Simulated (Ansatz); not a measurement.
**LiPbBr3 (model cell, started as cubic perovskite with Pb in the octahedra): a soft mode frozen in**

Wanted: the energy along a soft mode of LiPbBr3 (model cell, started as cubic perovskite with Pb in the octahedra) and the structure at the end.

Method: DFT LDA, scalar-relativistic, plane waves, PAW; PAW set soft_1, in Ansatz 0.2.0.

Most raw output is cut from this account.

The structure was built from a prototype and need not be the compound's stable phase.

In doubt: the program warns that the response may not be converged on this k-mesh (step 8), which bears on the force constants and all frequencies.

### Step 1. Set-up

The structure is cubic, space group Pm-3m (No. 221). The conventional cell has a = 5.749 Å, b = 5.749 Å, c = 5.749 Å, α = 90.00°, β = 90.00°, γ = 90.00°. Nearest to Li lie 12 Br at 4.07 Å. Pb has 6 Br at 2.87 Å nearest. Nearest to Br lie 2 Pb at 2.87 Å. Farther neighbours and most contacts between anions are not listed.

### Step 2. Phonons on a q mesh

The cell comes from relaxations at this level that are not shown. Stability and thermal properties need the whole zone. Linear response on a 2×2×2 q mesh gives force constants as far as a supercell of that size would, and the tensors from the zone-centre run are typed in so that the long-range dipole term is interpolated apart.

The input, input.yaml:

```yaml
crystal:
  lattice:
    - [5.7491619174, 0.0, 0.0]
    - [0.0, 5.7491619174, 0.0]
    - [0.0, 0.0, 5.7491619174]
  atoms:
    - { symbol: Li, position: [0.0, 0.0, 0.0] }
    - { symbol: Pb, position: [0.5, 0.5, 0.5] }
    - { symbol: Br, position: [0.5, 0.5, 0.0] }
    - { symbol: Br, position: [0.5, 0.0, 0.5] }
    - { symbol: Br, position: [0.0, 0.5, 0.5] }
kpoints:
  mp_grid: { grid: [8, 8, 8] }
hamiltonian:
  xc: lda
  pseudopotentials: { kind: paw, azcp: { folder: soft_1 }, xc_functional: pbe }
scf:
  occupations: { method: fixed }
output:
  eigenvalues: true
phonons:
  method: dfpt
  qmesh: [2, 2, 2]
  temperatures: { t_max: 1000, t_step: 50 }
  qpath:
    path:
      - [[0.0, 0.0, 0.0], [0.0, 0.5, 0.0], [0.5, 0.5, 0.0], [0.0, 0.0, 0.0], [0.5, 0.5, 0.5], [0.0, 0.5, 0.0]]
      - [[0.5, 0.5, 0.5], [0.5, 0.5, 0.0]]
    npoints: 10
  non_analytic_term:
    high_frequency_dielectric_tensor: [[5.1615, 0.0, 0.0], [0.0, 5.1615, 0.0], [0.0, 0.0, 5.1615]]
    born_effective_charges:
      - { species: Li, tensor: [[1.3916, 0.0, 0.0], [0.0, 1.3916, 0.0], [0.0, 0.0, 1.3916]] }
      - { species: Pb, tensor: [[4.3618, 0.0, 0.0], [0.0, 4.3618, 0.0], [0.0, 0.0, 4.3618]] }
      - { species: Br, tensor: [[-0.7097, 0.0, 0.0], [0.0, -0.7097, 0.0], [0.0, 0.0, -4.334]] }
      - { species: Br, tensor: [[-0.7097, 0.0, 0.0], [0.0, -4.334, 0.0], [0.0, 0.0, -0.7097]] }
      - { species: Br, tensor: [[-4.334, 0.0, 0.0], [0.0, -0.7097, 0.0], [0.0, 0.0, -0.7097]] }
    source: "zone-centre run at this cell"
```

Run with:

```
> ansatz run input.yaml --threads 4 --pin off --max-ram 16384MiB --backend cpu --events-out ev --progress --plain --runs-dir out
```

Run time: 5 min. Hardware: 4 threads of Arm Neoverse V1, shared host; peak memory 1.5 GiB; 19 min of CPU time.

This step gave:

* gap on the k-mesh: 0.9563 eV
* volume per atom: 38.01 Å³
* sum-rule residual before enforcement: 1.43e-5 eV/Å²
* lowest frequency on the path: -161.7 cm⁻¹
* point group: m-3m
* highest frequency on the path or at a solved wavevector: 192.1 cm⁻¹
* highest optical mode at the zone centre (no LO-TO term): 124.4 cm⁻¹
* lowest optical zone-centre mode: -161.7 cm⁻¹
* lowest mode on the q mesh (acoustic modes at Γ apart): -161.7 cm⁻¹

Frequencies (cm⁻¹) solved at each irreducible wavevector; negative means imaginary. Frequencies by wavevector, by row:

```tsv
q in reciprocal lattice units	star	mode 1	mode 2	mode 3	mode 4	mode 13	mode 14	mode 15
0 0 0	1	-161.7	-161.7	-161.7	-36	124.4	124.4	124.4
0 0 -0.5	3	-154.9	-154.9	-33.4	-33.4	124.4	124.4	179.8
0 -0.5 -0.5	3	-146.6	-139.9	-139.9	-51	124.4	162.5	178.2
-0.5 -0.5 -0.5	1	-159.1	-159.1	-159.1	-51.1	162.2	162.2	181.4
```

Interpolated from a 2×2×2 q mesh, with the LO-TO term (at Γ the limit along the path; where Γ stands inside the path, tables give the limit on arrival). Phonon branches along the path, in cm⁻¹:

```tsv
point	branch 1	branch 2	branch 3	branch 4	branch 12	branch 13	branch 14	branch 15
Γ	-162	-162	-129	-36	38	124	124	192
halfway	-158	-158	-88	-34	73	124	124	187
X	-155	-155	-33	-33	102	124	124	180
halfway	-151	-147	-102	-44	106	124	146	178
M	-147	-140	-140	-51	110	124	162	178
halfway	-155	-140	-113	-41	78	124	139	181
Γ	-162	-162	-129	-36	38	124	124	192
halfway	-147	-147	-125	-43	77	141	141	177
R	-159	-159	-159	-51	101	162	162	181
halfway	-153	-147	-128	-46	105	142	149	178
X	-155	-155	-33	-33	102	124	124	180
jump to R	-159	-159	-159	-51	101	162	162	181
halfway	-153	-150	-150	-51	105	145	162	179
M	-147	-140	-140	-51	110	124	162	178
```

Symmetry leaves 4 wavevectors to solve. The lowest mode among them, the acoustic zeros apart, lies at Γ and is imaginary, 161.7i cm⁻¹, so the energy falls along it.

### Step 3. The mode frozen in, largest atomic shift 0 Å

The mode followed lies at Γ with frequency 161.7i cm⁻¹ and is 3-fold degenerate, the softest among the wavevectors solved. At small amplitude the distorted cell has space group no. 99 by a symmetry search on the positions. The undistorted cell that holds it gives the zero of energy on the same k mesh.

input.yaml, the sections that differ from step 2:

```yaml
scf:
  occupations: { method: gaussian, width: 0.02 }
output:
  forces: true
  stress: true
  eigenvalues: true
# crystal, kpoints, hamiltonian: as in step 2
# phonons: removed
```

Run time: 2.9 s. Hardware: 4 threads; peak memory 0.49 GiB; 11 s of CPU time.

Numbers from this step:

```yaml
pressure: 1.91e-4 GPa
energy_from_the_undistorted_cell: 0 meV/atom
```

At this level the gap is 0.96 eV on the k-mesh of the self-consistent run, which can miss the band edges.

### Step 4. The mode frozen in, largest atomic shift 0.6 Å

The atoms are moved along the unstable eigenvector, the largest shift by 0.6 Å, with the cell fixed.

input.yaml, the sections that differ from step 3:

```yaml
crystal:
  lattice:
    - [5.7491619174, 0.0, 0.0]
    - [0.0, 5.7491619174, 0.0]
    - [0.0, 0.0, 5.7491619174]
  atoms:
    - { symbol: Li, position: [0.0, 0.1043630374, 0.0] }
    - { symbol: Pb, position: [0.5, 0.5005033607, 0.5] }
    - { symbol: Br, position: [0.5, 0.4945396075, 0.0] }
    - { symbol: Br, position: [0.5, 0.0005511436, 0.5] }
    - { symbol: Br, position: [0.0, 0.4945396075, 0.5] }
# kpoints, hamiltonian, scf, output: as in step 3
```

Elapsed: 9.5 s, on 4 threads; peak memory 0.56 GiB; 37 s of CPU time.

Numbers from this step:

```
pressure                         : -0.01199 GPa
gap on the k-mesh                : 1.127 eV
energy from the undistorted cell : -24.09 meV/atom
```

The energy, extrapolated to zero smearing, is -24.09 meV/atom against the undistorted cell.

The run ends at a pressure of -0.01 GPa, with forces up to 0.35 eV/Å.

### Step 5. Energy along the mode, all amplitudes (two of the runs are shown above)

An imaginary frequency means negative curvature, so the energy should fall and then rise again as anharmonic terms take over.

Numbers from this step:

* depth at the lowest point sampled: 24.09 meV/atom
* largest atomic shift at that point: 0.6 Å

Table of energy from the parent by largest atomic shift:

```tsv
largest atomic shift (Å)	energy from the parent (meV/atom)
0.000	0
0.040	-0.114
0.080	-0.454
0.140	-1.39
0.220	-3.41
0.320	-7.15
0.450	-13.9
0.600	-24.1
```

Displacement at unit largest shift by atom:

```tsv
atom	x (Å)	y (Å)	z (Å)	size
Li1	0.00	1.00	0.00	1.00
Pb2	0.00	0.01	0.00	0.01
Br3	0.00	-0.05	0.00	0.05
Br4	0.00	0.01	0.00	0.01
Br5	0.00	-0.05	0.00	0.05
```

The lowest of the steps tried is the last one, at 0.6 Å, 24.1 meV/atom below the parent; the bottom of the well need not coincide with a step.

### Step 6. Relaxing from the distorted cell

Starting from the lowest point found, all atoms and the cell are let go, so that strain and other modes of the same symmetry can join in.

Changes to input.yaml since step 4:

```diff
@@ -17,3 +17,3 @@
 scf:
-  occupations: { method: gaussian, width: 0.02 }
+  occupations: { method: fixed }
 output:
@@ -22 +22,6 @@
   eigenvalues: true
+relax:
+  adjacent_minimum: "off"
+  f_tol: 0.002
+  max_steps: 120
+  cell: { stress_tol: 0.03 }
```

It took 2.6 min on 4 threads; peak memory 0.71 GiB.

Step by step:

```tsv
step	energy less that of the first step (eV)	largest force component (eV/Å)	pressure (GPa)	volume (Å³)
1	0.0000	0.3547	-0.01	190.03
2	-0.1227	0.4551	-0.13	190.80
3	-0.2764	0.4946	-0.15	190.64
4	-0.4312	0.4571	-0.12	189.92
5	-0.5661	0.3565	-0.09	188.99
6	-0.6653	0.2187	-0.07	188.03
7	-0.7163	0.0714	0.10	186.50
8	-0.7103	0.2259	-0.36	188.61
9	-0.7218	0.0426	0.06	186.89
10	-0.7249	0.0302	-0.03	187.16
11	-0.7246	0.0576	0.07	187.11
12	-0.7251	0.0042	0.00	187.27
13	-0.7251	0.0025	0.00	187.25
14	-0.7252	0.0014	0.00	187.18
15	-0.7252	0.0003	0.00	187.13
16*	-0.7250	0.0004	0.00	187.13
```

Relaxation steps marked * repeat the geometry before them on a plane-wave basis chosen anew for their cell, so energy and pressure can jump there. Relaxation steps 8, 11 were tried and not accepted.

Forces are held to the 8 operations that the run works with; a distortion that breaks them can't arise in this run.

```tsv
conventional cell, symmetrised	before	after	change
a (Å)	5.749	5.587	-2.8 %
b (Å)	5.749	5.587	-2.8 %
c (Å)	5.749	5.996	+4.3 %
volume (Å³/atom)	38.01	37.43	-1.5 %
```

The atoms that moved most (Å, as changes of fractional coordinates times the final cell):

```tsv
atom	dx	dy	dz	length
Li1	0.000	1.313	0.000	1.313
Br3	0.000	-0.681	0.000	0.681
Br5	0.000	-0.681	0.000	0.681
Pb2	0.000	0.144	0.000	0.144
Br4	0.000	-0.095	0.000	0.095
```

The relaxed structure:

```xyz
5
Lattice="5.5867 0.0000 0.0000 0.0000 5.9955 0.0000 0.0000 0.0000 5.5867" Properties=species:S:1:pos:R:3 pbc="T T T"
Li    0.0000    1.9391    0.0000
Pb    2.7933    3.1446    2.7933
Br    2.7933    2.2839    0.0000
Br    2.7933   -0.0916    2.7933
Br    0.0000    2.2839    2.7933
```

This step gave:

```yaml
pressure: -0.001193 GPa
gap_on_the_k_mesh: 2.268 eV
volume_per_atom: 37.43 Å³
```

The distorted start has space group P4mm; the relaxation ends in P4mm.

### Step 7. The new phase in its own primitive cell

The relaxed structure is symmetrised, reduced to its primitive cell and relaxed tightly, as its phonons need.

input.yaml, the sections that differ from step 6:

```yaml
crystal:
  lattice:
    - [5.5866758597, 0.0, 0.0]
    - [0.0, 5.5866758597, 0.0]
    - [0.0, 0.0, 5.9955186154]
  atoms:
    - { symbol: Li, position: [0.0, 0.0, 0.6765781707] }
    - { symbol: Pb, position: [0.5, 0.5, 0.4755017009] }
    - { symbol: Br, position: [0.5, 0.0, 0.6190689792] }
    - { symbol: Br, position: [0.5, 0.5, 0.0152854134] }
    - { symbol: Br, position: [0.0, 0.5, 0.6190689792] }
kpoints:
  mp_grid: { grid: [8, 8, 6] }
relax:
  adjacent_minimum: "off"
  f_tol: 0.001
  max_steps: 60
  cell: { stress_tol: 0.01 }
# hamiltonian, scf, output: as in step 6
```

Wall time 48 s (4 threads); peak memory 0.58 GiB; 3.1 min of CPU time.

Relaxation path:

```tsv
step	energy less that of the first step (eV)	largest force component (eV/Å)	pressure (GPa)	volume (Å³)
1	0.0000	0.0020	0.00	187.13
2	0.0000	0.0029	0.00	187.14
3	0.0000	0.0024	0.00	187.18
4	0.0000	0.0022	0.00	187.12
5	0.0000	0.0056	-0.01	187.10
6	0.0000	0.0001	0.00	187.12
7*	0.0000	0.0001	0.00	187.12
```

Relaxation steps marked * repeat the geometry before them on a plane-wave basis chosen anew for their cell, so energy and pressure can jump there. Relaxation step 5 was tried and not accepted.

Forces are held to the 8 operations that the run works with; a distortion that breaks them can't arise in this run.

```tsv
conventional cell, symmetrised	before	after	change
a (Å)	5.587	5.582	-0.1 %
b (Å)	5.587	5.582	-0.1 %
c (Å)	5.996	6.004	+0.1 %
volume (Å³/atom)	37.43	37.42	-0.0 %
```

Final coordinates:

```xyz
5
Lattice="5.5824 0.0000 0.0000 0.0000 5.5824 0.0000 0.0000 0.0000 6.0045" Properties=species:S:1:pos:R:3 pbc="T T T"
Li    0.0000    0.0000    4.0659
Pb    2.7912    2.7912    2.8493
Br    2.7912    0.0000    3.7185
Br    2.7912    2.7912    0.0916
Br    0.0000    2.7912    3.7185
```

Numbers from this step:

```yaml
pressure: -6.36e-4 GPa
gap_on_the_k_mesh: 2.264 eV
volume_per_atom: 37.42 Å³
direct_gap_on_mesh: 2.376 eV
```

The largest force component left is 0.13 meV/Å and the pressure is -0.001 GPa, within the tolerances set. The cell now holds 37.42 Å³/atom.

### Step 8. Modes of the new phase, k-mesh 8×8×6

A relaxed structure may still be a saddle point, so its zone-centre modes are computed. The response to a homogeneous field gives the Born charges and the dielectric tensor.

input.yaml, the sections that differ from step 7:

```yaml
crystal:
  lattice:
    - [5.5823626652, 0.0, 0.0]
    - [0.0, 5.5823626652, 0.0]
    - [0.0, 0.0, 6.0044788115]
  atoms:
    - { symbol: Li, position: [0.0, 0.0, 0.6771401189] }
    - { symbol: Pb, position: [0.5, 0.5, 0.4745321889] }
    - { symbol: Br, position: [0.5, 0.0, 0.6192862144] }
    - { symbol: Br, position: [0.5, 0.5, 0.0152585069] }
    - { symbol: Br, position: [0.0, 0.5, 0.6192862144] }
output:
  eigenvalues: true
phonons:
  method: dfpt
  dielectric: true
  rigid_motions: translations
# kpoints, hamiltonian, scf: as in step 7
# relax: removed
```

Wall time 5.4 min (4 threads); peak memory 3.5 GiB.

Numbers from this step:

```
sum-rule residual before enforcement                    : 1.54e-4 eV/Å²
miss of the charge sum rule                             : 0.004482 e
estimated error of the dielectric tensor                : 0.1722
estimated error of the Born charges                     : 0.1928 e
point group                                             : 4mm
highest optical mode at the zone centre (no LO-TO term) : 137.5 cm⁻¹
lowest optical zone-centre mode                         : -71.04 cm⁻¹
mean high-frequency dielectric constant                 : 4.296
largest Born charge (third of the trace)                : 3.593 e
top of the zone-centre spectrum with the field          : 196.9 cm⁻¹
```

Without the LO-TO term. Patterns of degenerate modes are one choice out of their space. Modes at Γ, with each element's share of the kinetic energy (negative means imaginary):

```tsv
mode	frequency (cm⁻¹)	symmetry	Li %	Pb %	Br %
1	-71.0	E	79	1	20
2	-71.0	E	79	1	20
3	0.0	acoustic	2	46	53
4	0.0	acoustic	2	46	53
5	0.0	acoustic	2	46	53
6	30.6	E	2	2	95
7	30.6	E	2	2	95
8	57.7	B1	0	0	100
9	60.0	E	17	29	54
10	60.0	E	17	29	54
11	67.8	A1	3	30	66
12	122.2	A1	26	18	56
13	133.3	E	0	22	78
14	133.3	E	0	22	78
15	137.5	A1	69	6	25
```

Displacements in mode 1 (-71.0 cm⁻¹), the largest set to 1:
```
Li1  0.00  1.00  0.00
Pb2  0.00  0.02  0.00
Br3  0.00  0.02  0.00
Br4  0.00 -0.02  0.00
Br5  0.00 -0.14  0.00
```

Displacements in mode 6 (30.6 cm⁻¹), the largest set to 1:
```
Li1  0.00 -0.60  0.00
Pb2  0.00 -0.11  0.00
Br3  0.00 -0.09  0.00
Br4 -0.01  1.00  0.00
Br5  0.00 -0.56  0.00
```

High-frequency dielectric tensor, which the program warns is not settled by the k meshes in reach. Tensor:

```tsv
	x	y	z
x	4.096	0	0
y	0	4.096	0
z	0	0	4.694
```

Optical modes at the zone centre, without and with the macroscopic field of the longitudinal modes; each column is sorted by frequency, so a row need not hold one and the same mode. Modes with and without the field, by row:

```tsv
rank among optical modes	no field (cm⁻¹)	q along (1, 0, 0) (cm⁻¹)	q along (0, 0, 1) (cm⁻¹)
1	-71	-71	-71
2	-71	25.3	-71
3	30.6	30.6	30.6
4	30.6	56.2	30.6
5	57.7	57.7	57.7
6	60	60	60
7	60	67.8	60
8	67.8	76.4	68.2
9	122.2	122.2	133.3
10	133.3	133.3	133.3
11	133.3	137.5	137.4
12	137.5	196.9	184.4
```

Born charge (rows field, columns displacement) (e), principal values of the symmetric part by kind of site:

```tsv
atom	atoms with these values	low	middle	high	mean
Li1	1	0.66	1.42	1.42	1.17
Pb2	1	3.33	3.33	4.12	3.59
Br3	2	-3.10	-1.11	-0.43	-1.55
Br4	1	-3.91	-0.55	-0.55	-1.67
```

In full for Pb2:

```
3.33 0.00 0.00
0.00 3.33 0.00
0.00 0.00 4.12
```

Transverse modes; imaginary modes are left out. Lines of the infrared spectrum (strongest = 100):

```tsv
position (cm⁻¹)	label	relative intensity
31	E	4.0
58	B1	0.0
60	E	2.7
68	A1	0.7
122	A1	94
133	E	100
138	A1	0.6
```

Before it was imposed, the acoustic sum rule was missed by 1.5e-4 eV/Å² and the charge sum rule by 0.0045 e. Small misses are needed for a sound result but don't prove that mesh and cutoff are converged. The lowest optical mode is imaginary, 71.0i cm⁻¹, so the energy falls along it.

The log warns of the k mesh: “the force constants stand on the 8×8×6 k-mesh, whose period is 12.38 times the interband length at k = (0.2500, 0.2500, -0.5000), direct gap 2.547 eV, under 14: take them and everything formed from them as unconverged”.

### Step 9. Outcome

```yaml
unstable_mode_of_the_parent: q = (0, 0, 0), 162i cm⁻¹
depth_at_the_lowest_point_sampled: 24.1 meV/atom
largest_atomic_shift_at_that_point: 0.6 Å
space_group_reached_within_0p01_a: P4mm
energy_gained_over_the_parent_first_relaxation_on_the_mesh_of_the_frozen_mode: 169 meV/atom
volume_per_atom_phase_reached: 37.4 Å³
gap_on_the_k_mesh_phase_reached: 2.26 eV
lowest_optical_zone_centre_mode_phase_reached: -71.0 cm⁻¹
highest_optical_mode_at_the_zone_centre_no_lo_to_term_phase_reached: 138 cm⁻¹
```

**Reading.** Along this mode the structure falls into P4mm, 169 meV/atom below the parent. At the parent's cell the well is 24.09 meV/atom deep on the steps tried, with its lowest point at a shift of 0.6 Å. That is the last step tried, so the steps alone don't bracket the bottom of the well. Relaxing atoms and cell changes the gain by +145.00 meV/atom against the lowest step (energies at zero smearing). Most of the total comes from this relaxation. The new phase still has an imaginary mode at the zone centre of its cell, so it is a saddle point on the way to a lower structure. Of the 6 patterns followed to their end from this parent, this one ends 108 meV/atom above the lowest, Imma. Each path keeps the symmetry of its pattern, so a lower phase may lie along a pattern not tried. With the field response the log warns that the k mesh is coarse for the force constants too, so the frequencies may not be converged. In at least one run the field response is not settled by the k meshes in reach, so its dielectric tensor, Born charges and longitudinal modes are rough. Spin-orbit coupling is left out, which can matter for the heavy elements here. The PAW files were made for PBE and serve the other functionals too. The starting cell was built on a prototype and not taken from a measurement, so the phase need not exist.

[Logs are printed without paths, hosts, clocks, repeated set-up lines and the standing remarks that a program may print on its own settings, such as how far it seeks lower states.]

[Hosts, paths, dates, database ids (printed as entryN), source tags and the programs' standing remarks are cut or masked in the printed files.]
